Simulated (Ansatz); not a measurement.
## Rh wire along [100], 37 atoms a period: bands along the axis

What gap, if any, does the Rh wire along [100], 37 atoms a period have, and how many channels would it open?

Main program and level: Ansatz 0.2.0; DFT PBE, plane waves, PAW; relaxation of a wire's period; PAW set soft_1, in the first sound run; inputs show where later runs differ.

### Step 1. Set-up

The cell holds 37 atoms: 37 Rh. Its edges and angles: a = 18.290 Å, b = 18.290 Å, c = 3.830 Å, α = 90.0°, β = 90.0°, γ = 90.0°. Vacuum lies along a and b. The structure's axis is c.

### Step 2. Relaxing the period

Band widths follow the bond lengths, so the wire is relaxed first. The atoms and the third cell vector are free; the box across stays fixed as vacuum. A Fermi-Dirac smearing is set since the result may be a metal. The pressure printed is a third of the stress's trace over the whole box, vacuum included; only the stress along the axis is relaxed.

The input, input.yaml:

```yaml
crystal:
  lattice:
    - [18.29, 0.0, 0.0]
    - [0.0, 18.29, 0.0]
    - [0.0, 0.0, 3.83]
  atoms:
    - { symbol: Rh, position: [0.185893931, 0.395297977, 0.0] }
    - { symbol: Rh, position: [0.185893931, 0.604702023, 0.0] }
    - { symbol: Rh, position: [0.290595954, 0.290595954, 0.0] }
    - { symbol: Rh, position: [0.290595954, 0.5, 0.0] }
    - { symbol: Rh, position: [0.290595954, 0.709404046, 0.0] }
    - { symbol: Rh, position: [0.395297977, 0.185893931, 0.0] }
    - { symbol: Rh, position: [0.395297977, 0.395297977, 0.0] }
    - { symbol: Rh, position: [0.395297977, 0.604702023, 0.0] }
    - { symbol: Rh, position: [0.395297977, 0.814106069, 0.0] }
    - { symbol: Rh, position: [0.5, 0.290595954, 0.0] }
    - { symbol: Rh, position: [0.5, 0.5, 0.0] }
    - { symbol: Rh, position: [0.5, 0.709404046, 0.0] }
    - { symbol: Rh, position: [0.604702023, 0.185893931, 0.0] }
    - { symbol: Rh, position: [0.604702023, 0.395297977, 0.0] }
    - { symbol: Rh, position: [0.604702023, 0.604702023, 0.0] }
    - { symbol: Rh, position: [0.604702023, 0.814106069, 0.0] }
    - { symbol: Rh, position: [0.709404046, 0.290595954, 0.0] }
    - { symbol: Rh, position: [0.709404046, 0.5, 0.0] }
    - { symbol: Rh, position: [0.709404046, 0.709404046, 0.0] }
    - { symbol: Rh, position: [0.814106069, 0.395297977, 0.0] }
    - { symbol: Rh, position: [0.814106069, 0.604702023, 0.0] }
    - { symbol: Rh, position: [0.185893931, 0.5, 0.5] }
    - { symbol: Rh, position: [0.290595954, 0.395297977, 0.5] }
    - { symbol: Rh, position: [0.290595954, 0.604702023, 0.5] }
    - { symbol: Rh, position: [0.395297977, 0.290595954, 0.5] }
    - { symbol: Rh, position: [0.395297977, 0.5, 0.5] }
    - { symbol: Rh, position: [0.395297977, 0.709404046, 0.5] }
    - { symbol: Rh, position: [0.5, 0.185893931, 0.5] }
    - { symbol: Rh, position: [0.5, 0.395297977, 0.5] }
    - { symbol: Rh, position: [0.5, 0.604702023, 0.5] }
    - { symbol: Rh, position: [0.5, 0.814106069, 0.5] }
    - { symbol: Rh, position: [0.604702023, 0.290595954, 0.5] }
    - { symbol: Rh, position: [0.604702023, 0.5, 0.5] }
    - { symbol: Rh, position: [0.604702023, 0.709404046, 0.5] }
    - { symbol: Rh, position: [0.709404046, 0.395297977, 0.5] }
    - { symbol: Rh, position: [0.709404046, 0.604702023, 0.5] }
    - { symbol: Rh, position: [0.814106069, 0.5, 0.5] }
kpoints:
  mp_grid: { grid: [1, 1, 21] }
scf:
  occupations: { method: fermi_dirac, width: 0.05 }
hamiltonian:
  xc: pbe
  pseudopotentials: { kind: paw, azcp: { folder: soft_1 } }
relax:
  cell: { fix: [a, b, alpha, beta, gamma] }
  max_steps: 45
  f_tol: 0.03
```

Launch:

```console
ansatz run input.yaml --threads 16 --pin off --max-ram 61440MiB --backend cuda --events-out ev --progress --plain --runs-dir out --max-vram 78GiB
```

Numbers of over 12 decimals in the logs are rounded to 6 here.

What it wrote:

```text
Engine: ansatz 0.2.0, aarch64-unknown-linux-gnu
Pseudopotentials: kind: paw
Pseudopotential: Rh, paw, valence charge 17, recommended cutoff 420 eV (normal), soft_1/Rh.paw.azcp
Functional definition: PBE
  parameter kappa = 0.804
  parameter beta = 0.066725
  exchange = pbe_x(kappa = kappa, mu = beta*pi^2/3)
  correlation = pbe_c(beta = beta)
[...]
Crystal: 37 atoms, lattice volume = 1281.227 Å³
Basis set: ecut = 420 eV, 25089 PW (Γ), exchange–correlation on 250×250×54 points (8 copies of the dense FFT grid, shifted against one another)
Bands: 378, of which v1, the nominal top of the filled ones, is band 315 counted from 1 (314 counted from 0)
Symmetry: 16 space group operations
Space group: P4/mmm (ITA 123), of the structure as read, at distance tolerance 1.1e-4 Å
k-points: 11 of 21
Non-local potential: Rh, projectors of the file, l = 0: 3, l = 1: 2, l = 2: 2, l = 3: 1
PAW form: soft (Blöchl's): semilocal exchange-correlation on the pseudo side does not see the compensation charge
PAW one-centre angular grid: Rh, 590 points (default); XC on 64 Gauss nodes
Initial density: superposition of atomic densities (neutral atoms: chi_scale 0, normalization atom)
Initial wavefunctions: pseudopotential atomic-orbital guess
[...]
Functional: x = pbe(κ = 0.804, μ = 0.219515), c = pbe(β = 0.066725)
SCF iter   1: F=—  HF=-236899.511186 eV  |F-HF|=—  |Δ(HF+E_count)|=         —  Δρ=6.01e-2  dr2=7.81e1  ethr=3.10e-3  ⟨swp⟩=7.4  Hψ=15610  notcnv=0  defer=154
preconditioner: auto → LDOS  [metal: Δε(μ)=0.011 eV  Ē_g=5.021 eV  σ=0.050 eV  W_gap=0.05  n_scr=326 (ndim 8)  ℏωp=18.9 eV  f_vac=0.495  D(μ)=60.41/eV (n_scr^D=522)  β→1.0]
SCF iter   2: F=—  HF=-236912.098498 eV  |F-HF|=—  |Δ(HF+E_count)|=    1.26e1  Δρ=8.05e-2  dr2=1.10e2  ethr=3.10e-3  ⟨swp⟩=3.5  Hψ=10969  notcnv=0  defer=257
[...]
SCF iter  12: F=-236882.500749 eV  HF=-236882.500749 eV  |F-HF|=1.39e-8  |Δ(HF+E_count)|=   3.73e-8  Δρ=1.11e-6  dr2=2.95e-8  ethr=1.59e-11  ⟨swp⟩=4.0  Hψ=11367  notcnv=0
SCF 1 converged in 12 iterations: F = -236882.500749 eV  dr2 = 2.95e-8
  greatest PAW one-centre occupation: 1.000 electrons in one spin orbital (limit 2), on the Rh atom at site 10 (counted from 0), in its partial waves of l = 0
relax step   1: F+E_penalty+E_count = -236882.50074891 eV  Δ(F+E_penalty+E_count) = +0.000e0 eV  max|allowed force component| = 1.110e0 eV/Å  Δτ_max = 0.0000 Å  P = -4.124 GPa  Ω = 1281.227 Å³  fix = [a, b, alpha, beta, gamma]  reactions: a -4.000, b -4.000 GPa  (12 SCF iters, dr2 threshold 1.00e-7 eV, accepted)
[...]
Crystal: 37 atoms, lattice volume = 1242.679 Å³
Basis set: ecut = 420 eV, 24313 PW (Γ), exchange–correlation on 250×250×54 points (8 copies of the dense FFT grid, shifted against one another)
[...]
SCF iter   1: F=—  HF=-236884.136063 eV  |F-HF|=—  |Δ(HF+E_count)|=         —  Δρ=2.26e-2  dr2=2.58e1  ethr=3.10e-3  ⟨swp⟩=6.0  Hψ=13613  notcnv=0  defer=179
preconditioner: auto → LDOS  [metal: Δε(μ)=0.005 eV  Ē_g=5.162 eV  σ=0.050 eV  W_gap=0.02  n_scr=338 (ndim 8)  ℏωp=19.2 eV  f_vac=0.520  D(μ)=62.12/eV (n_scr^D=578)  β→1.0]
SCF iter   2: F=—  HF=-236883.569421 eV  |F-HF|=—  |Δ(HF+E_count)|=   5.67e-1  Δρ=8.05e-3  dr2=7.25e-1  ethr=3.10e-3  ⟨swp⟩=2.0  Hψ=6815  notcnv=0  defer=264
[...]
SCF iter   9: F=-236883.437136 eV  HF=-236883.437136 eV  |F-HF|=1.22e-7  |Δ(HF+E_count)|=   8.41e-7  Δρ=5.37e-6  dr2=5.54e-7  ethr=5.88e-10  ⟨swp⟩=4.0  Hψ=11614  notcnv=0
SCF 2 converged in 9 iterations: F = -236883.437136 eV  dr2 = 5.54e-7
  greatest PAW one-centre occupation: 1.000 electrons in one spin orbital (limit 2), on the Rh atom at site 17 (counted from 0), in its partial waves of l = 0
relax step   2: F+E_penalty+E_count = -236883.43713595 eV  Δ(F+E_penalty+E_count) = -9.364e-1 eV  max|allowed force component| = 8.436e-1 eV/Å  Δτ_max = 0.1948 Å  P = +2.830 GPa  Ω = 1242.679 Å³  energy of the carried Pulay correction = +9.855e-3 eV  fix = [a, b, alpha, beta, gamma]  reactions: a +2.553, b +2.553 GPa  (9 SCF iters, dr2 threshold 3.70e-6 eV, accepted)
[...]
Crystal: 37 atoms, lattice volume = 1263.312 Å³
[...]
iter 1 solved again at ethr=4.50e-4 eV; its pass at ethr=3.10e-3 eV (dr2=2.83e0 eV) is discarded
[...]
SCF 3 converged in 7 iterations: F = -236883.861660 eV  dr2 = 2.32e-6
[...]
SCF 4 converged in 7 iterations: F = -236883.877395 eV  dr2 = 2.18e-7
[...]
SCF 5 converged in 7 iterations: F = -236883.878305 eV  dr2 = 6.82e-9
[...]
SCF 6 converged in 6 iterations: F = -236883.872223 eV  dr2 = 2.51e-10
[...]
SCF converged after 6 iterations
[...]
--- Relaxed structure (5 steps of the walk, 5 accepted, 1 SCFs on fresh bases) ---
  F+E_penalty+E_count = -236883.87222285 eV   max|allowed force component| = 8.077e-3 eV/Å   (the final SCF, on the basis selected at the relaxed cell)
  cell:  # Å, volume = 1261.2851 Å³
    - [18.29, 0, 0]
    - [0, 18.29, 0]
    - [0, 0, 3.770386]
  atoms:
    - { symbol: Rh, position: [0.192243, 0.399333, 0] }
    - { symbol: Rh, position: [0.192243, 0.600667, 0] }
    - { symbol: Rh, position: [0.293376, 0.293376, 0] }
    - { symbol: Rh, position: [0.292700, 0.5, 0] }
    - { symbol: Rh, position: [0.293376, 0.706624, 0] }
    - { symbol: Rh, position: [0.399333, 0.192243, 0] }
    - { symbol: Rh, position: [0.395092, 0.395092, 0] }
    - { symbol: Rh, position: [0.395092, 0.604908, 0] }
    - { symbol: Rh, position: [0.399333, 0.807757, 0] }
    - { symbol: Rh, position: [0.5, 0.292700, 0] }
    - { symbol: Rh, position: [0.5, 0.5, 0] }
    - { symbol: Rh, position: [0.5, 0.707300, 0] }
    - { symbol: Rh, position: [0.600667, 0.192243, 0] }
    - { symbol: Rh, position: [0.604908, 0.395092, 0] }
    - { symbol: Rh, position: [0.604908, 0.604908, 0] }
    - { symbol: Rh, position: [0.600667, 0.807757, 0] }
    - { symbol: Rh, position: [0.706624, 0.293376, 0] }
    - { symbol: Rh, position: [0.707300, 0.5, 0] }
    - { symbol: Rh, position: [0.706624, 0.706624, 0] }
    - { symbol: Rh, position: [0.807757, 0.399333, 0] }
    - { symbol: Rh, position: [0.807757, 0.600667, 0] }
    - { symbol: Rh, position: [0.191360, 0.5, 0.5] }
    - { symbol: Rh, position: [0.290712, 0.392723, 0.5] }
    - { symbol: Rh, position: [0.290712, 0.607277, 0.5] }
    - { symbol: Rh, position: [0.392723, 0.290712, 0.5] }
    - { symbol: Rh, position: [0.396650, 0.5, 0.5] }
    - { symbol: Rh, position: [0.392723, 0.709288, 0.5] }
    - { symbol: Rh, position: [0.5, 0.191360, 0.5] }
    - { symbol: Rh, position: [0.5, 0.396650, 0.5] }
    - { symbol: Rh, position: [0.5, 0.603350, 0.5] }
    - { symbol: Rh, position: [0.5, 0.808640, 0.5] }
    - { symbol: Rh, position: [0.607277, 0.290712, 0.5] }
    - { symbol: Rh, position: [0.603350, 0.5, 0.5] }
    - { symbol: Rh, position: [0.607277, 0.709288, 0.5] }
    - { symbol: Rh, position: [0.709288, 0.392723, 0.5] }
    - { symbol: Rh, position: [0.709288, 0.607277, 0.5] }
    - { symbol: Rh, position: [0.808640, 0.5, 0.5] }
```

Run time: 12 s. Hardware: 1 × NVIDIA GB200 with 16 threads of Arm Neoverse V2, shared host; peak memory 1.5 GiB.

Relaxation path:

```
step  energy less that of the first step (eV)  largest force component (eV/Å)  pressure (GPa)  volume (Å³)
   1                                   0.0000                          1.1098           -4.12      1281.23
   2                                  -0.9364                          0.8436            2.83      1242.68
   3                                  -1.3609                          0.1143           -0.38      1263.31
   4                                  -1.3766                          0.0292           -0.04      1262.15
   5                                  -1.3776                          0.0082           -0.01      1261.28
   6                                  -1.3715                          0.0081           -0.01      1261.28
```

The log counts 1 steps on a newly chosen plane-wave basis, not all of them marked here; energy and pressure can jump at such steps.

Forces are held to the 16 operations that the run works with; a distortion that breaks them can't arise in this run.

```
cell as run  before  after  change
      c (Å)   3.830  3.770  -1.6 %
```

The atoms that moved most (Å, along periodic axes as changes of fractional coordinates times the final cell, across vacuum about the mean position):

```
atom      dx      dy     dz  length
Rh20  -0.116   0.074  0.000   0.138
 Rh9   0.074  -0.116  0.000   0.138
Rh21  -0.116  -0.074  0.000   0.138
Rh16  -0.074  -0.116  0.000   0.138
 Rh1   0.116   0.074  0.000   0.138
 Rh6   0.074   0.116  0.000   0.138
 Rh2   0.116  -0.074  0.000   0.138
Rh13  -0.074   0.116  0.000   0.138
```

Final coordinates:

```cif
data_structure
_symmetry_space_group_name_H-M 'P 1'
_symmetry_Int_Tables_number 1
_cell_length_a 18.2900
_cell_length_b 18.2900
_cell_length_c 3.7704
_cell_angle_alpha 90.000
_cell_angle_beta 90.000
_cell_angle_gamma 90.000
_cell_volume 1261.29
loop_
_atom_site_label
_atom_site_type_symbol
_atom_site_fract_x
_atom_site_fract_y
_atom_site_fract_z
_atom_site_occupancy
Rh1 Rh 0.19224 0.39933 0.00000 1
Rh2 Rh 0.19224 0.60067 0.00000 1
Rh3 Rh 0.29338 0.29338 0.00000 1
Rh4 Rh 0.29270 0.50000 0.00000 1
Rh5 Rh 0.29338 0.70662 0.00000 1
Rh6 Rh 0.39933 0.19224 0.00000 1
Rh7 Rh 0.39509 0.39509 0.00000 1
Rh8 Rh 0.39509 0.60491 0.00000 1
Rh9 Rh 0.39933 0.80776 0.00000 1
Rh10 Rh 0.50000 0.29270 0.00000 1
Rh11 Rh 0.50000 0.50000 0.00000 1
Rh12 Rh 0.50000 0.70730 0.00000 1
Rh13 Rh 0.60067 0.19224 0.00000 1
Rh14 Rh 0.60491 0.39509 0.00000 1
Rh15 Rh 0.60491 0.60491 0.00000 1
Rh16 Rh 0.60067 0.80776 0.00000 1
Rh17 Rh 0.70662 0.29338 0.00000 1
Rh18 Rh 0.70730 0.50000 0.00000 1
Rh19 Rh 0.70662 0.70662 0.00000 1
Rh20 Rh 0.80776 0.39933 0.00000 1
Rh21 Rh 0.80776 0.60067 0.00000 1
Rh22 Rh 0.19136 0.50000 0.50000 1
Rh23 Rh 0.29071 0.39272 0.50000 1
Rh24 Rh 0.29071 0.60728 0.50000 1
Rh25 Rh 0.39272 0.29071 0.50000 1
Rh26 Rh 0.39665 0.50000 0.50000 1
Rh27 Rh 0.39272 0.70929 0.50000 1
Rh28 Rh 0.50000 0.19136 0.50000 1
Rh29 Rh 0.50000 0.39665 0.50000 1
Rh30 Rh 0.50000 0.60335 0.50000 1
Rh31 Rh 0.50000 0.80864 0.50000 1
Rh32 Rh 0.60728 0.29071 0.50000 1
Rh33 Rh 0.60335 0.50000 0.50000 1
Rh34 Rh 0.60728 0.70929 0.50000 1
Rh35 Rh 0.70929 0.39272 0.50000 1
Rh36 Rh 0.70929 0.60728 0.50000 1
Rh37 Rh 0.80864 0.50000 0.50000 1
```

Numbers from this step:

- energy at zero smearing: -236883.6107 eV
- cell length along the wire: 3.770 Å

The cell's length comes to 3.770 Å with spin left out.

### Step 3. Bands of the perfect wire

This step: DFT PBE, plane waves, PAW; bands of a perfect wire; PAW set soft_1 (Ansatz 0.2.0).

At the relaxed period the bands are computed along the axis; those that cross an energy going forward count the channels that a perfect wire would open there.

The input, input.yaml:

```yaml
crystal:
  lattice:
    - [18.29, 0.0, 0.0]
    - [0.0, 18.29, 0.0]
    - [0.0, 0.0, 3.7703863383]
  atoms:
    - { symbol: Rh, position: [0.192243449, 0.399332598, 0.0] }
    - { symbol: Rh, position: [0.192243449, 0.600667402, 0.0] }
    - { symbol: Rh, position: [0.293375514, 0.293375514, 0.0] }
    - { symbol: Rh, position: [0.292699811, 0.5, 0.0] }
    - { symbol: Rh, position: [0.293375514, 0.706624486, 0.0] }
    - { symbol: Rh, position: [0.399332598, 0.192243449, 0.0] }
    - { symbol: Rh, position: [0.395092156, 0.395092156, 0.0] }
    - { symbol: Rh, position: [0.395092156, 0.604907844, 0.0] }
    - { symbol: Rh, position: [0.399332598, 0.807756551, 0.0] }
    - { symbol: Rh, position: [0.5, 0.292699811, 0.0] }
    - { symbol: Rh, position: [0.5, 0.5, 0.0] }
    - { symbol: Rh, position: [0.5, 0.707300189, 0.0] }
    - { symbol: Rh, position: [0.600667402, 0.192243449, 0.0] }
    - { symbol: Rh, position: [0.604907844, 0.395092156, 0.0] }
    - { symbol: Rh, position: [0.604907844, 0.604907844, 0.0] }
    - { symbol: Rh, position: [0.600667402, 0.807756551, 0.0] }
    - { symbol: Rh, position: [0.706624486, 0.293375514, 0.0] }
    - { symbol: Rh, position: [0.707300189, 0.5, 0.0] }
    - { symbol: Rh, position: [0.706624486, 0.706624486, 0.0] }
    - { symbol: Rh, position: [0.807756551, 0.399332598, 0.0] }
    - { symbol: Rh, position: [0.807756551, 0.600667402, 0.0] }
    - { symbol: Rh, position: [0.191359904, 0.5, 0.5] }
    - { symbol: Rh, position: [0.290711933, 0.39272337, 0.5] }
    - { symbol: Rh, position: [0.290711933, 0.60727663, 0.5] }
    - { symbol: Rh, position: [0.39272337, 0.290711933, 0.5] }
    - { symbol: Rh, position: [0.396649626, 0.5, 0.5] }
    - { symbol: Rh, position: [0.39272337, 0.709288067, 0.5] }
    - { symbol: Rh, position: [0.5, 0.191359904, 0.5] }
    - { symbol: Rh, position: [0.5, 0.396649626, 0.5] }
    - { symbol: Rh, position: [0.5, 0.603350374, 0.5] }
    - { symbol: Rh, position: [0.5, 0.808640096, 0.5] }
    - { symbol: Rh, position: [0.60727663, 0.290711933, 0.5] }
    - { symbol: Rh, position: [0.603350374, 0.5, 0.5] }
    - { symbol: Rh, position: [0.60727663, 0.709288067, 0.5] }
    - { symbol: Rh, position: [0.709288067, 0.39272337, 0.5] }
    - { symbol: Rh, position: [0.709288067, 0.60727663, 0.5] }
    - { symbol: Rh, position: [0.808640096, 0.5, 0.5] }
kpoints:
  mp_grid: { grid: [1, 1, 22] }
  band_path: { path: ["Γ", Z], npoints: 90 }
scf:
  occupations: { method: fermi_dirac, width: 0.05 }
hamiltonian:
  xc: pbe
  pseudopotentials: { kind: paw, azcp: { folder: soft_1 } }
output:
  dos: { e_range: [-5, 4] }
  write_potential: true
  write_density: true
  volumetric_format: npy
```

What it wrote:

```text
[...]
Crystal: 37 atoms, lattice volume = 1261.285 Å³
Basis set: ecut = 420 eV, 24657 PW (Γ)
Bands: 378, of which v1, the nominal top of the filled ones, is band 315 counted from 1 (314 counted from 0)
[... 1 set-up line as in the run before ...]
[...]
k-points: 12 of 22
[...]
SCF iter   1: F=—  HF=-236900.884305 eV  |F-HF|=—  |Δ(HF+E_count)|=         —  Δρ=6.10e-2  dr2=7.95e1  ethr=3.10e-3  ⟨swp⟩=7.1  Hψ=17093  notcnv=0  defer=164
[...]
SCF iter   6: F=—  HF=-236883.880820 eV  |F-HF|=—  |Δ(HF+E_count)|=   1.00e-3  Δρ=4.51e-4  dr2=4.69e-3  ethr=6.59e-6  ⟨swp⟩=2.9  Hψ=7819  notcnv=0  defer=308
[...]
SCF iter  10: F=—  HF=-236883.873316 eV  |F-HF|=—  |Δ(HF+E_count)|=   7.69e-8  Δρ=8.37e-6  dr2=2.03e-6  ethr=2.25e-9  ⟨swp⟩=2.0  Hψ=6319  notcnv=0  defer=308
[...]
SCF iter  12: F=-236883.873316 eV  HF=-236883.873316 eV  |F-HF|=1.40e-8  |Δ(HF+E_count)|=   1.08e-7  Δρ=1.52e-6  dr2=4.48e-8  ethr=1.59e-11  ⟨swp⟩=12.3  Hψ=13769  notcnv=0
SCF 1 converged in 12 iterations: F = -236883.873316 eV  dr2 = 4.48e-8
[...]
NSCF: frozen V_eff on 91 k-points
[...]
SCF converged after 12 iterations
[...]
```

Wall time 17 s (1 × NVIDIA GB200 with 16 threads); peak memory 3.3 GiB.

This step gave:

```yaml
energy_at_zero_smearing: -236883.6119 eV
band_gap: 0 eV
```

The electronic bands at the labelled points (eV, zero at the Fermi level; # counts the bands kept):

```
  point    #45    #46    #47    #48    #49   #50   #51   #52
      Γ   0.00   0.05   0.05   0.06   0.09  0.21  0.21  0.24
halfway  -0.12  -0.06   0.00   0.00   0.02  0.08  0.16  0.16
      Z  -0.08  -0.08  -0.08  -0.05  -0.03  0.02  0.09  0.09
```

Between Γ and Z the bands cross the Fermi level 10 times, so a perfect wire would conduct at least 10 G₀, with spin left out.

### Step 4. Results

```
cell length, PBE                                            : 3.770 Å
ballistic conductance by band crossings, a lower bound, PBE : 10 G₀
```

In words: Under PBE the cell's length is 3.77 Å, and the bands cross the Fermi level 10 times between Γ and Z, which gives a perfect wire at least 10 G₀ (opposite crossings within one step of the path cancel in such a count). No spin was allowed, though thin wires with open d shells can turn magnetic.

[Logs are printed without paths, hosts, clocks, repeated set-up lines and the standing remarks that a program may print on its own settings, such as how far it seeks lower states.]

[Hosts, paths, dates, database ids (printed as entryN), source tags and the programs' standing remarks are cut or masked in the printed files.]
